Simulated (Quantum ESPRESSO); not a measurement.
# Os (P6_3/mmc): coupling and resistivity with EPW

Wanted: λ, Tc and ρ(T) of Os (P6_3/mmc) from Quantum ESPRESSO and EPW.

Method: DFT PBE, scalar-relativistic, plane waves, PseudoDojo 0.4.1 norm-conserving pseudopotentials, in Quantum ESPRESSO 7.5.

**What experiment says.**

For Os (bulk crystal), “List of superconductors” (2026, Wikipedia's table of superconducting elements, as read in December) quotes earlier work: superconducting transition temperature (bulk, normal pressure) 0.65 K.

Most raw output is cut from this account.

## 1. Set-up

The structure is hexagonal, space group P6_3/mmc (No. 194). Conventional cell: a = 2.734 Å, b = 2.734 Å, c = 4.320 Å, α = 90.00°, β = 90.00°, γ = 120.00°. Nearest to Os lie 12 Os at 2.68 to 2.73 Å.

Coordinates:

```cif
data_structure
_symmetry_space_group_name_H-M 'P 1'
_symmetry_Int_Tables_number 1
_cell_length_a 2.7341
_cell_length_b 2.7341
_cell_length_c 4.3197
_cell_angle_alpha 90.000
_cell_angle_beta 90.000
_cell_angle_gamma 120.000
_cell_volume 27.96
loop_
_atom_site_label
_atom_site_type_symbol
_atom_site_fract_x
_atom_site_fract_y
_atom_site_fract_z
_atom_site_occupancy
Os1 Os 0.33333 0.66667 0.25000 1
Os2 Os 0.66667 0.33333 0.75000 1
```

## 2. Relaxation

The cell is relaxed under the functional used for all that follows.

The input, relax.in:

```
 &control
    calculation='vc-relax',
    prefix='x',
    outdir='./tmp',
    pseudo_dir='./pseudo',
    tprnfor=.true.,
    tstress=.true.,
    etot_conv_thr=1.0d-05,
    forc_conv_thr=4.0d-04,
 /
 &system
    ibrav=0,
    nat=2,
    ntyp=1,
    ecutwfc=74.0,
    occupations='smearing',
    smearing='mv',
    degauss=0.02,
 /
 &electrons
    conv_thr=1.0d-11,
 /
 &ions
 /
 &cell
    press_conv_thr=0.4,
 /
ATOMIC_SPECIES
 Os    190.2300  Os.upf
CELL_PARAMETERS angstrom
     2.734100000    0.000000000    0.000000000
    -1.367050000    2.367800056    0.000000000
     0.000000000    0.000000000    4.319700000
ATOMIC_POSITIONS crystal
 Os     0.333333333   0.666666667   0.250000000
 Os     0.666666667   0.333333333   0.750000000
K_POINTS automatic
 9 9 6 0 0 0
```

Launch:

```
$ OMP_NUM_THREADS=1 mpirun -n 8 pw.x -nk 8 -in relax.in > relax.out
```

Wall time 14 s (8 MPI ranks of Arm Neoverse V2, shared host).

This step gave:

```
free energy     : -5507.0734 eV
pressure        : 0.009667 GPa
volume per atom : 14.25 Å³/atom
```

The volume ends at 14.25 Å³ an atom, +1.9 % from the start.

## 3. Ground state

Linear response needs a tightly converged ground state.

The input, scf.in:

```
 &control
    calculation='scf',
    prefix='x',
    outdir='./tmp',
    pseudo_dir='./pseudo',
    tprnfor=.true.,
    tstress=.true.,
 /
 &system
    ibrav=0,
    nat=2,
    ntyp=1,
    ecutwfc=74.0,
    occupations='smearing',
    smearing='mv',
    degauss=0.02,
 /
 &electrons
    conv_thr=1.0d-12,
 /
ATOMIC_SPECIES
 Os    190.2300  Os.upf
CELL_PARAMETERS angstrom
     2.749870400    0.000000000    0.000000000
    -1.374935200    2.381457600    0.000000000
     0.000000000    0.000000000    4.351419700
ATOMIC_POSITIONS crystal
 Os     0.333333300   0.666666700   0.250000000
 Os     0.666666700   0.333333300   0.750000000
K_POINTS automatic
 9 9 6 0 0 0
```

Launch:

```
$ OMP_NUM_THREADS=1 mpirun -n 8 pw.x -nk 8 -in scf.in > scf.out
```

Elapsed: 4.2 s, on 8 MPI ranks.

Numbers from this step:

```yaml
fermi_energy: 25.70 eV
```

The Fermi level lies at 25.70 eV and the pressure is 0.0097 GPa.

## 4. Phonons on the coarse mesh

ph.x gives the dynamical matrices and the changes of the potential on a coarse q mesh, which EPW interpolates.

The input, ph.in:

```
phonons
 &inputph
    prefix='x',
    outdir='./tmp',
    tr2_ph=1.0d-14,
    fildyn='x.dyn',
    fildvscf='dvscf',
    ldisp=.true.,
    nq1=3,
    nq2=3,
    nq3=2,
    alpha_mix(1)=0.5,
    amass(1)=190.23,
 /
```

Launch:

```
$ OMP_NUM_THREADS=1 mpirun -n 8 ph.x -nk 8 -in ph.in > ph.out
```

Elapsed: 13 min, on 8 MPI ranks.

This step gave:

```
lowest frequency off the zone centre                                            : 109.1 cm⁻¹
largest magnitude of the acoustic modes at the zone centre, before the sum rule : 4.611 cm⁻¹
```

Frequencies at the irreducible wavevectors:

```
    q1      q2   q3  star  mode 1 (cm⁻¹)  mode 2 (cm⁻¹)  mode 3 (cm⁻¹)  mode 4 (cm⁻¹)  mode 5 (cm⁻¹)  mode 6 (cm⁻¹)
     0       0    0     1            2.4            4.6            4.6          153.1          153.1          219.6
     0       0  0.5     1          114.7          114.7          114.7          114.7          170.2          170.2
     0  0.3333    0     6          109.1          124.6          160.1          179.6          179.9          195.2
     0  0.3333  0.5     6          135.7          135.7            157            157          212.9          212.9
0.3333  0.3333    0     2          134.7          134.7          176.6          176.7          176.7            223
0.3333  0.3333  0.5     2          150.7          150.7            189            189          202.3          202.3
```

The lowest mode off the zone centre lies at 109 cm⁻¹ and the highest of all solved modes at 223 cm⁻¹, so the solved wavevectors are stable. The acoustic modes at the centre lie within 4.6 cm⁻¹ of zero before the sum rule is imposed.

## 5. Bands for the check

Bands on a path serve later as the test of the Wannier interpolation; inside the frozen window, points that lie on the coarse mesh match by construction, and those between them test it.

The input, bands.in:

```
 &control
    calculation='bands',
    prefix='x',
    outdir='./tmp',
    pseudo_dir='./pseudo',
    verbosity='high',
 /
 &system
    ibrav=0,
    nat=2,
    ntyp=1,
    ecutwfc=74.0,
    occupations='smearing',
    smearing='mv',
    degauss=0.02,
    nbnd=58,
 /
 &electrons
    conv_thr=1.0d-10,
 /
ATOMIC_SPECIES
 Os    190.2300  Os.upf
CELL_PARAMETERS angstrom
     2.749870400    0.000000000    0.000000000
    -1.374935200    2.381457600    0.000000000
     0.000000000    0.000000000    4.351419700
ATOMIC_POSITIONS crystal
 Os     0.333333300   0.666666700   0.250000000
 Os     0.666666700   0.333333300   0.750000000
K_POINTS crystal
48
 0.00000000 0.00000000 0.00000000 0.02083333
 0.04545455 -0.00000000 0.00000000 0.02083333
 0.09090909 -0.00000000 0.00000000 0.02083333
 0.13636364 -0.00000000 0.00000000 0.02083333
[the list of k-points goes on]
```

Launch:

```
$ OMP_NUM_THREADS=1 mpirun -n 8 pw.x -nk 8 -in bands.in > bands.out
```

The job ended after 7.6 s (8 MPI ranks).

## 6. States on the coarse mesh

Wannier functions need the states on a full uniform k mesh, and the couplings need it to be a multiple of the q mesh.

The input, nscf.in:

```
 &control
    calculation='nscf',
    prefix='x',
    outdir='./tmp',
    pseudo_dir='./pseudo',
    verbosity='high',
 /
 &system
    ibrav=0,
    nat=2,
    ntyp=1,
    ecutwfc=74.0,
    occupations='smearing',
    smearing='mv',
    degauss=0.02,
    nbnd=58,
 /
 &electrons
    conv_thr=1.0d-11,
 /
ATOMIC_SPECIES
 Os    190.2300  Os.upf
CELL_PARAMETERS angstrom
     2.749870400    0.000000000    0.000000000
    -1.374935200    2.381457600    0.000000000
     0.000000000    0.000000000    4.351419700
ATOMIC_POSITIONS crystal
 Os     0.333333300   0.666666700   0.250000000
 Os     0.666666700   0.333333300   0.750000000
K_POINTS crystal
486
 0.00000000 0.00000000 0.00000000 0.00205761
 0.00000000 0.00000000 0.16666667 0.00205761
 0.00000000 0.00000000 0.33333333 0.00205761
 0.00000000 0.00000000 0.50000000 0.00205761
[the list of k-points goes on]
```

Launch:

```
$ OMP_NUM_THREADS=1 mpirun -n 8 pw.x -nk 8 -in nscf.in > nscf.out
```

It took 74 s on 8 MPI ranks.

## 7. Wannier functions and couplings

Projections Os s, p, d start 18 Wannier functions; states up to 2.5 eV over the Fermi level are frozen, and the projected functions are kept without the localisation step. Hamiltonian, force constants and couplings go to real space.

The input, epw1.in:

```
--
 &inputepw
    prefix='x',
    outdir='./tmp',
    dvscf_dir='./save',
    elph=.true.,
    etf_mem=1,
    nbndsub=18,
    bands_skipped='exclude_bands = 1-8',
    use_ws=.true.,
    vme='wannier',
    asr_typ='crystal',
    nk1=9,
    nk2=9,
    nk3=6,
    nq1=3,
    nq2=3,
    nq3=2,
    amass(1)=190.23,
    epwwrite=.true.,
    epwread=.false.,
    wannierize=.true.,
    num_iter=0,
    dis_win_max=65.7,
    dis_froz_max=28.202,
    proj(1)='Os:s;p;d',
    wdata(1)='dis_num_iter = 600',
    wdata(2)='guiding_centres = .true.',
    wdata(3)='num_print_cycles = 50',
    wdata(4)='dis_mix_ratio = 0.7',
    band_plot=.true.,
    filkf='path.dat',
    filqf='path.dat',
    fsthick=100.0,
    efermi_read=.true.,
    fermi_energy=25.7017,
 /
```

Launch:

```
$ OMP_NUM_THREADS=1 mpirun -n 8 epw.x -nk 8 -in epw1.in > epw1.out
```

Run time: 8.7 min. Hardware: 8 MPI ranks; 69 min of CPU time.

This step gave:

```yaml
r_m_s_error_of_the_interpolated_bands_from_2_ev_under_to_1_ev_over_the_fermi_level: 3 meV
largest_error_in_that_range: 12.1 meV
lowest_interpolated_frequency_on_the_path: 0 cm⁻¹
```

Electronic bands along the path, in eV, zero at the Fermi level; # counts the bands kept:

| point | #5 | #6 | #7 | #8 | #9 | #10 | #11 | #12 |
| --- | --- | --- | --- | --- | --- | --- | --- | --- |
| Γ | -2.77 | -2.19 | -2.19 | -1.52 | -1.52 | -0.04 | 1.63 | 1.63 |
| 0.45 of the way | -2.98 | -2.53 | -1.84 | -1.30 | -1.05 | -0.62 | 2.25 | 6.74 |
| M | -2.89 | -2.55 | -1.87 | 1.97 | 2.51 | 2.63 | 4.29 | 5.54 |
| halfway | -3.60 | -2.79 | -1.71 | 1.55 | 2.01 | 2.25 | 4.75 | 5.65 |
| K | -3.38 | -3.38 | -1.35 | 1.41 | 1.41 | 1.98 | 5.16 | 5.16 |
| 0.46 of the way | -3.39 | -2.91 | -1.92 | -0.82 | 0.34 | 1.25 | 2.20 | 8.22 |
| Γ | -2.77 | -2.19 | -2.19 | -1.52 | -1.52 | -0.04 | 1.63 | 1.63 |
| halfway | -3.15 | -2.60 | -2.60 | -1.93 | -0.61 | -0.61 | 1.62 | 1.62 |
| A | -3.19 | -3.19 | -3.19 | -3.19 | 0.85 | 0.85 | 0.85 | 0.85 |
| 0.45 of the way | -3.17 | -3.17 | -1.99 | -1.99 | 0.76 | 0.76 | 1.59 | 1.59 |
| L | -1.19 | -1.19 | -0.21 | -0.21 | 2.30 | 2.30 | 3.20 | 3.20 |

The same for Wannier interpolation:

| point | #5 | #6 | #7 | #8 | #9 | #10 | #11 | #12 |
| --- | --- | --- | --- | --- | --- | --- | --- | --- |
| Γ | -2.77 | -2.19 | -2.19 | -1.52 | -1.52 | -0.04 | 1.63 | 1.63 |
| M | -2.92 | -2.55 | -1.87 | 1.97 | 2.51 | 2.63 | 4.35 | 5.62 |
| K | -3.38 | -3.38 | -1.35 | 1.41 | 1.41 | 1.98 | 5.25 | 5.25 |
| Γ | -2.77 | -2.19 | -2.19 | -1.52 | -1.52 | -0.04 | 1.63 | 1.63 |
| A | -3.19 | -3.19 | -3.19 | -3.19 | 0.85 | 0.85 | 0.85 | 0.85 |
| L | -1.19 | -1.19 | -0.22 | -0.22 | 2.30 | 2.30 | 3.26 | 3.26 |

The phonon branches at the labelled points (cm⁻¹):

```csv
point,branch 1,branch 2,branch 3,branch 4,branch 5,branch 6
Γ,0,0,0,153,153,220
0.45 of the way,83,99,138,170,178,186
M,125,128,148,186,202,211
halfway,130,144,144,181,196,217
K,135,135,176,177,177,223
0.46 of the way,114,121,161,164,187,189
Γ,0,0,0,153,153,220
halfway,64,64,97,144,144,209
A,115,115,115,115,170,170
0.45 of the way,124,124,142,142,199,199
L,147,147,166,166,221,221
```

Near the Fermi level the interpolated bands miss those of pw.x by 3 meV r.m.s. and 12 meV at most, each level matched to the nearest interpolated one; the r.m.s. value is under the 60 meV set for going on.

## 8. Coupling and Tc: fine k 16×16×8, q 8×8×4, width 0.15 eV, window 0.61 eV

The couplings are interpolated to a fine mesh near the Fermi level; their sum gives α²F and λ, and the linearised gap equation gives Tc.

The input, a2f-1.in:

```
--
 &inputepw
    prefix='x',
    outdir='./tmp',
    dvscf_dir='./save',
    elph=.true.,
    etf_mem=1,
    nbndsub=18,
    bands_skipped='exclude_bands = 1-8',
    use_ws=.true.,
    vme='wannier',
    asr_typ='crystal',
    nk1=9,
    nk2=9,
    nk3=6,
    nq1=3,
    nq2=3,
    nq3=2,
    amass(1)=190.23,
    epwwrite=.false.,
    epwread=.true.,
    wannierize=.false.,
    nkf1=16,
    nkf2=16,
    nkf3=8,
    nqf1=8,
    nqf2=8,
    nqf3=4,
    mp_mesh_k=.true.,
    ephwrite=.true.,
    eliashberg=.true.,
    liso=.true.,
    limag=.true.,
    tc_linear=.true.,
    tc_linear_solver='lapack',
    fsthick=0.61,
    degaussw=0.15,
    degaussq=0.5,
    nqstep=500,
    muc=0.13,
    wscut=0.3,
    nsiter=500,
    nstemp=7,
    temps=0.5 1.0 2.0 4.0 8.0 16.0 32.0,
 /
```

Launch:

```
$ OMP_NUM_THREADS=1 mpirun -n 8 epw.x -nk 8 -in a2f-1.in > a2f-1.out
```

Wall time 62 s (8 MPI ranks).

This step gave:

| Quantity | Value |
| --- | --- |
| coupling constant λ | 0.4285 |
| log mean phonon energy ħω_log | 18.38 meV |
| density of states at the Fermi level | 0.4268 states/eV a spin and cell |
| Fermi level on the fine mesh | 25.72 eV |

The a2F has structure finer than the step of the table below, so its rows give means over 1 meV, whole bins alone (the curve runs from 0.06 to 30.0 meV). Peaks (meV: height): 16.2: 0.410, 18.4: 0.540, 22.3: 0.351, 25.2: 0.363.

Table of a2F by phonon energy; means over each step:

phonon energy (meV), a2F and a bar:
```
        4      0.000 
        5      0.004 
        6      0.024 ##
        7      0.006 
        8      0.012 #
        9      0.012 #
       10      0.058 ####
       11      0.031 ##
       12      0.020 #
       13      0.063 ####
       14      0.054 ####
       15      0.114 ########
       16      0.365 ########################
       17      0.296 ####################
       18      0.455 ##############################
       19      0.376 #########################
       20      0.297 ####################
       21      0.301 ####################
       22      0.332 ######################
       23      0.213 ##############
       24      0.219 ##############
       25      0.332 ######################
       26      0.318 #####################
       27      0.168 ###########
       28      0.021 #
       29      0.000
```

λ = 0.429 and ħω_log = 18.4 meV. The eigenvalue passes 1 near 1.3 K.

## 9. Resistivity: fine k 20×20×10, q 10×10×5, adaptive width, window 0.32 eV

The Boltzmann equation is solved by iteration on a fine mesh; only states within the window around the Fermi level enter.

The input, bte-1.in:

```
--
 &inputepw
    prefix='x',
    outdir='./tmp',
    dvscf_dir='./save',
    elph=.true.,
    etf_mem=1,
    nbndsub=18,
    bands_skipped='exclude_bands = 1-8',
    use_ws=.true.,
    vme='wannier',
    asr_typ='crystal',
    nk1=9,
    nk2=9,
    nk3=6,
    nq1=3,
    nq2=3,
    nq3=2,
    amass(1)=190.23,
    epwwrite=.false.,
    epwread=.true.,
    wannierize=.false.,
    nkf1=20,
    nkf2=20,
    nkf3=10,
    nqf1=10,
    nqf2=10,
    nqf3=5,
    mp_mesh_k=.true.,
    scattering=.true.,
    iterative_bte=.true.,
    epmatkqread=.false.,
    assume_metal=.true.,
    int_mob=.false.,
    carrier=.false.,
    ngaussw=-99,
    mob_maxiter=200,
    broyden_beta=0.7,
    fsthick=0.32,
    degaussw=0.0,
    nstemp=6,
    temps=150 200 273 300 400 500,
    restart=.false.,
    selecqread=.false.,
 /
```

Launch:

```
$ OMP_NUM_THREADS=1 mpirun -n 8 epw.x -nk 8 -in bte-1.in > bte-1.out
```

Elapsed: 85 s, on 8 MPI ranks.

Numbers from this step:

* iterations: 21
* resistivity at 300 K: 12.18 μΩ cm

Resistivity, by row:

```csv
T (K),rho_xx (μΩ cm),rho_yy,rho_zz,"relaxation-time approximation, mean of the axes (μΩ cm)"
150,6.3,6.3,5.845,5.438
200,8.675,8.675,7.335,7.271
273,12.11,12.11,9.341,9.904
300,13.26,13.26,10.03,10.79
400,16.45,16.45,12.18,13.31
500,18.39,18.39,13.85,14.94
```

ρ(300 K) = 12.2 μΩ cm, mean of the axes; the relaxation-time start gave 10.8. One mesh does not show convergence. The largest adaptive width printed is 0.54 eV, against a window of 0.32 eV outside which no state is counted.

## 10. Resistivity, input with a fault, fine q mesh 16×16×8, fine mesh 16×16×8

A variant of the settings follows.

bad.in, as its differences from bte-1.in of step 9:

```diff
@@ -22,8 +22,8 @@
     wannierize=.false.,
-    nkf1=20,
-    nkf2=20,
-    nkf3=10,
-    nqf1=10,
-    nqf2=10,
-    nqf3=5,
+    nkf1=16,
+    nkf2=16,
+    nkf3=8,
+    nqf1=16,
+    nqf2=16,
+    nqf3=8,
     mp_mesh_k=.true.,
@@ -38,3 +38,3 @@
     broyden_beta=0.7,
-    fsthick=0.32,
+    fsthick=0.05,
     degaussw=0.0,
```

Launch:

```
$ OMP_NUM_THREADS=1 mpirun -n 8 epw.x -nk 8 -in bad.in > bad.out
```

Run time: 1.7 min. Hardware: 8 MPI ranks; 14 min of CPU time.

Numbers from this step:

- iterations: 35
- resistivity at 300 K: 5.872 μΩ cm

Resistivity, by row:

```
T (K)  rho_xx (μΩ cm)  rho_yy  rho_zz  relaxation-time approximation, mean of the axes (μΩ cm)
  150           5.154   5.154   1.324                                                    3.666
  200           5.293   5.293   1.657                                                    3.876
  273           6.736   6.736   2.331                                                    5.016
  300           7.492   7.492   2.633                                                    5.593
  400           10.98   10.98       4                                                    8.239
  500           15.13   15.13   5.772                                                    11.43
```

This input has a window narrower than the thermal spread, and its ρ(300 K) = 5.87 μΩ cm is no result.

## 11. Coupling and Tc: fine k 26×26×14, q 13×13×7, width 0.1 eV, window 0.41 eV

The sum is repeated with other meshes, delta width and window to test it.

The input, a2f-2.in:

```
--
 &inputepw
    prefix='x',
    outdir='./tmp',
    dvscf_dir='./save',
    elph=.true.,
    etf_mem=1,
    nbndsub=18,
    bands_skipped='exclude_bands = 1-8',
    use_ws=.true.,
    vme='wannier',
    asr_typ='crystal',
    nk1=9,
    nk2=9,
    nk3=6,
    nq1=3,
    nq2=3,
    nq3=2,
    amass(1)=190.23,
    epwwrite=.false.,
    epwread=.true.,
    wannierize=.false.,
    nkf1=26,
    nkf2=26,
    nkf3=14,
    nqf1=13,
    nqf2=13,
    nqf3=7,
    mp_mesh_k=.true.,
    ephwrite=.true.,
    eliashberg=.true.,
    liso=.true.,
    limag=.true.,
    tc_linear=.true.,
    tc_linear_solver='lapack',
    fsthick=0.41,
    degaussw=0.1,
    degaussq=0.5,
    nqstep=500,
    muc=0.13,
    wscut=0.3,
    nsiter=500,
    nstemp=7,
    temps=0.5 1.0 2.0 4.0 8.0 16.0 32.0,
 /
```

Launch:

```
$ OMP_NUM_THREADS=1 mpirun -n 8 epw.x -nk 8 -in a2f-2.in > a2f-2.out
```

It took 4.9 min on 8 MPI ranks; 39 min of CPU time.

This step gave:

```
coupling constant λ                  : 0.4142
log mean phonon energy ħω_log        : 18.96 meV
density of states at the Fermi level : 0.5762 states/eV a spin and cell
Fermi level on the fine mesh         : 25.68 eV
```

The a2F has structure finer than the step of the table below, so its rows give means over 1 meV, whole bins alone (the curve runs from 0.061 to 30.1 meV). Peaks (meV: height): 16.1: 0.416, 18.2: 0.562, 21.9: 0.376, 25.8: 0.357.

Table of a2F by phonon energy; means over each step:

```
phonon energy (meV)      a2F
                  2   7.5e-7
                  3  0.00103
                  4  0.00264
                  5  0.00134
                  6  0.00600
                  7  0.00667
                  8  0.00491
                  9   0.0138
                 10   0.0182
                 11   0.0196
                 12   0.0249
                 13   0.0379
                 14   0.0481
                 15    0.115
                 16    0.364
                 17    0.346
                 18    0.508
                 19    0.333
                 20    0.253
                 21    0.272
                 22    0.337
                 23    0.203
                 24    0.240
                 25    0.328
                 26    0.347
                 27    0.200
                 28   0.0194
                 29   6.2e-5
```

λ = 0.414 and ħω_log = 19.0 meV, against 0.429 and 18.4 with fine k 16×16×8, q 8×8×4, width 0.15 eV (-3 % in λ). The eigenvalue passes 1 near 1.2 K.

## 12. Coupling and Tc: fine k 26×26×14, q 13×13×7, width 0.05 eV, window 0.3 eV

The sum is repeated with other delta width and window to test it.

a2f-3.in, as its differences from a2f-2.in of step 11:

```diff
@@ -35,4 +35,4 @@
     tc_linear_solver='lapack',
-    fsthick=0.41,
-    degaussw=0.1,
+    fsthick=0.3,
+    degaussw=0.05,
     degaussq=0.5,
```

Launch:

```
$ OMP_NUM_THREADS=1 mpirun -n 8 epw.x -nk 8 -in a2f-3.in > a2f-3.out
```

It took 4.2 min on 8 MPI ranks; 34 min of CPU time.

This step gave:

- coupling constant λ: 0.4836
- log mean phonon energy ħω_log: 19.15 meV
- density of states at the Fermi level: 0.5455 states/eV a spin and cell

[end of part 1 of 2]

[The logs of pw.x and epw.x are selected lines.]

[Logs are printed without paths, hosts, clocks, repeated set-up lines and the standing remarks that a program may print on its own settings, such as how far it seeks lower states.]

[Hosts, paths, dates, database ids (printed as entryN), source tags and the programs' standing remarks are cut or masked in the printed files.]
